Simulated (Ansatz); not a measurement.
## ScTeN3 in Imma, a phase reached by a soft mode: a soft mode frozen in

Aim: this structure of ScTeN3 in Imma, a phase reached by a soft mode is to be tested for unstable modes, and one is followed downhill.

Main program and level: Ansatz 0.2.0; DFT PBEsol, scalar-relativistic, plane waves, PAW; PAW set soft_1.

This is a report of a sequence of runs, with most program output left out.

The structure was built from a prototype and need not be the compound's stable phase.

### 1. The starting structure

The structure is orthorhombic, space group Imma (No. 74). The conventional cell has a = 5.471 Å, b = 7.902 Å, c = 5.404 Å, α = 90.00°, β = 90.00°, γ = 90.00°. Sc has 5 N at 2.19 to 2.23 Å nearest. Nearest to Te lie 6 N at 2.03 to 2.10 Å. Nearest to N lie 2 Te at 2.10 Å and 1 Sc at 2.19 Å. N has 2 Te at 2.03 Å and 2 Sc at 2.23 Å nearest. Farther neighbours and most contacts between anions are not listed.

As a file:

```cif
data_structure
_symmetry_space_group_name_H-M 'P 1'
_symmetry_Int_Tables_number 1
_cell_length_a 5.5130
_cell_length_b 5.5130
_cell_length_c 5.5130
_cell_angle_alpha 120.503
_cell_angle_beta 88.446
_cell_angle_gamma 121.302
_cell_volume 116.81
loop_
_atom_site_label
_atom_site_type_symbol
_atom_site_fract_x
_atom_site_fract_y
_atom_site_fract_z
_atom_site_occupancy
Sc1 Sc 0.71135 0.96135 0.75000 1
Sc2 Sc 0.28865 0.03865 0.25000 1
Te3 Te 0.00000 0.50000 0.50000 1
Te4 Te 0.50000 0.50000 0.00000 1
N5 N 0.11612 0.36612 0.75000 1
N6 N 0.88388 0.63388 0.25000 1
N7 N 0.33057 0.50000 0.33057 1
N8 N 0.66943 0.50000 0.66943 1
N9 N 0.66943 0.00000 0.16943 1
N10 N 0.33057 0.00000 0.83057 1
```

### 2. Modes at Γ

This phase was reached earlier by freezing in an unstable mode of a structure of higher symmetry and relaxing. Its zone-centre modes can show that it is still unstable.

File input.yaml:

```yaml
crystal:
  lattice:
    - [-2.7355187967, 3.9507712505, 2.7020717236]
    - [2.7355187967, -3.9507712505, 2.7020717236]
    - [2.7355187967, 3.9507712505, -2.7020717236]
  atoms:
    - { symbol: Sc, position: [0.7113521191, 0.9613521191, 0.75] }
    - { symbol: Sc, position: [0.2886478809, 0.0386478809, 0.25] }
    - { symbol: Te, position: [0.0, 0.5, 0.5] }
    - { symbol: Te, position: [0.5, 0.5, 0.0] }
    - { symbol: "N", position: [0.1161190808, 0.3661190808, 0.75] }
    - { symbol: "N", position: [0.8838809192, 0.6338809192, 0.25] }
    - { symbol: "N", position: [0.3305653675, 0.5, 0.3305653675] }
    - { symbol: "N", position: [0.6694346325, 0.5, 0.6694346325] }
    - { symbol: "N", position: [0.6694346325, 0.0, 0.1694346325] }
    - { symbol: "N", position: [0.3305653675, 0.0, 0.8305653675] }
kpoints:
  mp_grid: { grid: [8, 8, 8] }
hamiltonian:
  xc: pbesol
  pseudopotentials: { kind: paw, azcp: { folder: soft_1 }, xc_functional: pbe }
scf:
  occupations: { method: methfessel_paxton, width: 0.2 }
output:
  eigenvalues: true
phonons:
  method: dfpt
```

Run with:

```
$ ansatz run input.yaml --threads 8 --pin off --max-ram 16384MiB --backend cpu --events-out ev --progress --plain --runs-dir out
```

The job ended after 8.1 min (8 threads of AMD EPYC 7R32 (Zen 2), shared host; peak memory 5.1 GiB; 57 min of CPU time).

Numbers from this step:

```
volume per atom                                         : 11.68 Å³
gap on the k-mesh                                       : 0.2033 eV
sum-rule residual before enforcement                    : 4.05e-5 eV/Å²
point group                                             : mmm
highest optical mode at the zone centre (no LO-TO term) : 767.3 cm⁻¹
lowest optical zone-centre mode                         : -253.1 cm⁻¹
```

Patterns of degenerate modes are one choice out of their space. The modes at Γ (shares of kinetic energy by element, %) (negative means imaginary):

```
mode  frequency (cm⁻¹)  symmetry  Sc %  Te %  N %
   1            -253.1       B3u    19     0   81
   2               0.0  acoustic    21    59   20
   3               0.0  acoustic    21    59   20
   4               0.0  acoustic    21    59   20
   5              91.4       B2g    71     0   29
   6             168.6       B1g     0     0  100
   7             190.4       B2u    24    67    9
   8             224.0       B3u    47    34   19
   9             224.5       B1u     5    94    0
  10             251.7       B1u    56    37    7
  11             260.9       B3g    99     0    1
  12             278.6        Ag    97     0    3
  13             281.8        Au     0    98    2
  14             305.8       B2u    44    55    1
  15             320.9       B2g    29     0   71
  16             366.5       B3u    13     1   85
  17             389.8       B2u    11    18   72
  18             407.8        Au     0     2   98
  19             438.8       B1u    18     4   78
  20             458.0        Ag     1     0   99
  21             486.7       B3g     1     0   99
  22             488.1       B2g     0     0  100
  23             492.6       B1u     0     2   98
  24             522.7       B3g     0     0  100
  25             573.5       B2u     0     1   99
  26             587.6        Ag     2     0   98
  27             625.1       B1g     0     0  100
  28             653.3       B3u     0     5   95
  29             753.4       B3g     0     0  100
  30             767.3       B1u     0     3   97
```

Displacements in mode 1 (-253.1 cm⁻¹), the largest set to 1:
```
Sc1 -0.27  0.00  0.00
Sc2 -0.27  0.00  0.00
Te3  0.00  0.00  0.00
Te4  0.00  0.00  0.00
N5   1.00  0.00  0.00
N6   1.00  0.00  0.00
N7  -0.07  0.00 -0.10
N8  -0.07  0.00 -0.10
N9  -0.07  0.00  0.10
N10 -0.07  0.00  0.10
```

Displacements in mode 26 (587.6 cm⁻¹), the largest set to 1:
```
Sc1  0.00  0.00 -0.13
Sc2  0.00  0.00  0.13
Te3  0.00  0.00  0.00
Te4  0.00  0.00  0.00
N5   0.00  0.00  1.00
N6   0.00  0.00 -1.00
N7   0.00  0.82  0.00
N8   0.00 -0.82  0.00
N9   0.00 -0.82  0.00
N10  0.00  0.82  0.00
```

Before it was imposed, the acoustic sum rule was missed by 4.0e-5 eV/Å². Small misses are needed for a sound result but don't prove that mesh and cutoff are converged. The lowest optical mode is imaginary, 253.1i cm⁻¹, so the energy falls along it.

### 3. The mode frozen in, largest atomic shift 0 Å

The mode followed lies at Γ with frequency 253.1i cm⁻¹, the softest among the wavevectors solved. At small amplitude the distorted cell has space group no. 46 by a symmetry search on the positions. The undistorted cell that holds it gives the zero of energy on the same k mesh.

input.yaml: that of step 2 with these lines changed.

```diff
@@ -24,4 +24,4 @@
 output:
+  forces: true
+  stress: true
   eigenvalues: true
-phonons:
-  method: dfpt
```

It took 5.6 s on 8 threads; peak memory 0.91 GiB; 40 s of CPU time.

Numbers from this step:

* pressure: -6.69e-4 GPa
* energy from the undistorted cell: 0 meV/atom

The run ends at a pressure of 0.00 GPa, with forces up to 2.9e-4 eV/Å.

### 4. The mode frozen in, largest atomic shift 0.32 Å

The atoms are moved along the unstable eigenvector, the largest shift by 0.32 Å, with the cell fixed.

input.yaml, the sections that differ from step 3:

```yaml
crystal:
  lattice:
    - [-2.7355187967, 3.9507712505, 2.7020717236]
    - [2.7355187967, -3.9507712505, 2.7020717236]
    - [2.7355187967, 3.9507712505, -2.7020717236]
  atoms:
    - { symbol: Sc, position: [0.7113521191, 0.9771690767, 0.7658169576] }
    - { symbol: Sc, position: [0.2886478809, 0.0544648385, 0.2658169576] }
    - { symbol: Te, position: [0.0, 0.5000061458, 0.5000061458] }
    - { symbol: Te, position: [0.5, 0.5000061458, 6.1458e-06] }
    - { symbol: "N", position: [0.1161190808, 0.3076292615, 0.6915101807] }
    - { symbol: "N", position: [0.8838809192, 0.5753910999, 0.1915101807] }
    - { symbol: "N", position: [0.3366220328, 0.5098910703, 0.3343997725] }
    - { symbol: "N", position: [0.6754912978, 0.5098910703, 0.6732690375] }
    - { symbol: "N", position: [0.6633779672, -0.0022222604, 0.1732690375] }
    - { symbol: "N", position: [0.3245087022, -0.0022222604, 0.8343997725] }
# kpoints, hamiltonian, scf, output: as in step 3
```

Elapsed: 10 s, on 8 threads; peak memory 0.84 GiB; 77 s of CPU time.

This step gave:

- pressure: 0.3957 GPa
- gap on the k-mesh: 1.050 eV
- energy from the undistorted cell: -19.46 meV/atom

The energy, extrapolated to zero smearing, is -19.46 meV/atom against the undistorted cell.

The run ends at a pressure of 0.40 GPa, with forces up to 0.42 eV/Å.

### 5. Energy along the mode, all amplitudes (two of the runs are shown above)

An imaginary frequency means negative curvature, so the energy should fall and then rise again as anharmonic terms take over.

Numbers from this step:

| Item | Value |
| --- | --- |
| depth at the lowest point sampled | 19.46 meV/atom |
| largest atomic shift at that point | 0.32 Å |

Energy from the parent against largest atomic shift:

```
largest atomic shift (Å)  energy from the parent (meV/atom)
                   0.000                                  0
                   0.040                             -0.656
                   0.080                              -2.49
                   0.140                              -6.70
                   0.220                              -13.3
                   0.320                              -19.5
                   0.450                              -16.2
                   0.600                               17.5
```

Displacement at unit largest shift by atom:

```
atom  x (Å)  y (Å)  z (Å)  size
 Sc1   0.27   0.00   0.00  0.27
 Sc2   0.27   0.00   0.00  0.27
 Te3   0.00   0.00   0.00  0.00
 Te4   0.00   0.00   0.00  0.00
  N5  -1.00   0.00   0.00  1.00
  N6  -1.00   0.00   0.00  1.00
  N7   0.07   0.00   0.10  0.12
  N8   0.07   0.00   0.10  0.12
  N9   0.07   0.00  -0.10  0.12
 N10   0.07   0.00  -0.10  0.12
```

The lowest of the steps tried is at 0.32 Å, 19.5 meV/atom below the parent; the bottom of the well need not coincide with a step.

### 6. Relaxation from the frozen mode

Starting from the lowest point found, all atoms and the cell are let go, so that strain and other modes of the same symmetry can join in.

input.yaml: that of step 4 with these lines changed.

```diff
@@ -27 +27,6 @@
   eigenvalues: true
+relax:
+  adjacent_minimum: "off"
+  f_tol: 0.002
+  max_steps: 120
+  cell: { stress_tol: 0.03 }
```

Elapsed: 94 s, on 8 threads; peak memory 0.94 GiB; 12 min of CPU time.

The steps of the relaxation:

```
step  energy less that of the first step (eV)  largest force component (eV/Å)  pressure (GPa)  volume (Å³)
   1                                   0.0000                          0.3863            0.40       116.81
   2                                  -0.0277                          0.1564            0.07       117.01
   3                                  -0.0376                          0.1121            0.16       116.98
   4                                  -0.0405                          0.0797            0.00       117.16
   5                                  -0.0411                          0.0056            0.05       117.17
   6                                  -0.0411                          0.0025           -0.01       117.22
   7                                  -0.0411                          0.0003            0.00       117.21
  8*                                  -0.0420                          0.0003            0.01       117.21
   9                                  -0.0420                          0.0002            0.01       117.21
 10*                                  -0.0420                          0.0002            0.01       117.21
```

Relaxation steps marked * repeat the geometry before them on a plane-wave basis chosen anew for their cell, so energy and pressure can jump there.

Forces are held to the 4 operations that the run works with; a distortion that breaks them can't arise in this run.

```
conventional cell, symmetrised  before  after  change
                         a (Å)   7.902  7.912  +0.1 %
                         b (Å)   5.404  5.386  -0.3 %
                         c (Å)   5.471  5.501  +0.5 %
              volume (Å³/atom)   11.68  11.72  +0.3 %
```

The atoms that moved most (Å, as changes of fractional coordinates times the final cell):

```
atom      dx      dy      dz  length
 Sc2   0.059   0.000  -0.012   0.060
 Sc1   0.059   0.000   0.012   0.060
  N5  -0.042   0.000  -0.022   0.048
  N6  -0.042   0.000   0.022   0.048
 N10  -0.002   0.003  -0.018   0.018
  N9  -0.002  -0.003  -0.018   0.018
  N8  -0.002  -0.003   0.018   0.018
  N7  -0.002   0.003   0.018   0.018
```

Final coordinates:

```xyz
10
Lattice="-2.7505 3.9560 2.6930 2.7505 -3.9560 2.6930 2.7505 3.9560 -2.6930" Properties=species:S:1:pos:R:3 pbc="T T T"
Sc    2.8964    1.9780    2.4972
Sc    0.1459    1.9780    0.1958
Te    2.7381    0.0000    0.0000
Te   -0.0124    0.0000    2.6930
N     2.3863    1.9780   -0.7432
N    -0.3642    1.9780    3.4363
N     1.3943    0.6402    1.3973
N     1.3943    3.3158    1.3973
N    -1.3562    3.3158    1.2957
N     1.3943    4.5962   -1.3973
```

This step gave:

| Property | Result |
| --- | --- |
| pressure | 0.006153 GPa |
| volume per atom | 11.72 Å³ |
| gap on the k-mesh | 1.090 eV |

The distorted start has space group Ima2; the relaxation ends in Ima2.

### 7. The new phase in its own primitive cell

The relaxed structure is symmetrised, reduced to its primitive cell and relaxed tightly, as its phonons need.

File input.yaml:

```yaml
crystal:
  lattice:
    - [-3.9560057047, 2.6930257143, 2.7505061219]
    - [3.9560057047, -2.6930257143, 2.7505061219]
    - [3.9560057047, 2.6930257143, -2.7505061219]
  atoms:
    - { symbol: Sc, position: [0.9371241945, 0.2234730241, 0.2136511704] }
    - { symbol: Sc, position: [0.0098218537, 0.7234730241, 0.7863488296] }
    - { symbol: Te, position: [0.5022468415, 0.5022468415, 0.0] }
    - { symbol: Te, position: [0.5022468415, 0.0022468415, 0.5] }
    - { symbol: "N", position: [0.4282217785, 0.3162145306, 0.6120072479] }
    - { symbol: "N", position: [0.7042072827, 0.8162145306, 0.3879927521] }
    - { symbol: "N", position: [0.0059620812, 0.6656190633, 0.1785176347] }
    - { symbol: "N", position: [0.0059620812, 0.3274444465, 0.8403430179] }
    - { symbol: "N", position: [0.4871014285, 0.8274444465, 0.8214823653] }
    - { symbol: "N", position: [0.4871014285, 0.1656190633, 0.1596569821] }
kpoints:
  mp_grid: { grid: [6, 6, 6] }
hamiltonian:
  xc: pbesol
  pseudopotentials: { kind: paw, azcp: { folder: soft_1 }, xc_functional: pbe }
scf:
  occupations: { method: fixed }
output:
  forces: true
  stress: true
  eigenvalues: true
relax:
  adjacent_minimum: "off"
  f_tol: 0.001
  max_steps: 60
  cell: { stress_tol: 0.01 }
```

Run time: 21 s. Hardware: 8 threads; peak memory 0.76 GiB.

Little changed from the start: no atom moved by 0.005 Å and no cell edge by 0.1 %.

This step gave:

```
pressure           : 0.001086 GPa
gap on the k-mesh  : 1.084 eV
direct gap on mesh : 1.164 eV
```

The largest force component left is 0.17 meV/Å and the pressure is 0.001 GPa, within the tolerances set. The cell now holds 11.72 Å³/atom.

### 8. The phases reached

The phases reached along the modes that were followed are set side by side.

Energies are those of the first relaxation, on the mesh of the frozen mode; space group, volume and gap are those of the last relaxation. Phases, by row:

```
          mode frozen in  space group  energy from parent (meV/atom)  volume (Å³/atom)  gap on mesh (eV)  lowest zone-centre optical mode (cm⁻¹)  largest shift (Å)
                  parent         Imma                              0             11.68             0.203                                       –                  –
q = (0, 0, 0), 253i cm⁻¹         Ima2                         -23.66             11.72             1.084                                       –              0.326
```

### 9. Summary of results

```json
{
  "unstable mode of the parent": "q = (0, 0, 0), 253i cm⁻¹",
  "depth at the lowest point sampled": "19.5 meV/atom",
  "largest atomic shift at that point": "0.32 Å",
  "space group reached (within 0.01 Å)": "Ima2",
  "energy gained over the parent (first relaxation, on the mesh of the frozen mode)": "23.7 meV/atom",
  "volume per atom, phase reached": "11.7 Å³",
  "gap on the k-mesh, phase reached": "1.08 eV"
}
```

Along this mode the structure falls into Ima2, 23.7 meV/atom below the parent. At the parent's cell the well is 19.46 meV/atom deep on the steps tried, with its lowest point at a shift of 0.32 Å. Relaxing atoms and cell changes the gain by +4.20 meV/atom against the lowest step (energies at zero smearing). The modes of the phase reached were not computed on this path. Each path keeps the symmetry of its pattern, so a lower phase may lie along a pattern not tried. Spin-orbit coupling is left out, which can matter for the heavy elements here. The PAW files were made for PBE and serve the other functionals too. The starting cell was built on a prototype and not taken from a measurement, so the phase need not exist.

[Logs are printed without paths, hosts, clocks, repeated set-up lines and the standing remarks that a program may print on its own settings, such as how far it seeks lower states.]

[Hosts, paths, dates, database ids (printed as entryN), source tags and the programs' standing remarks are cut or masked in the printed files.]
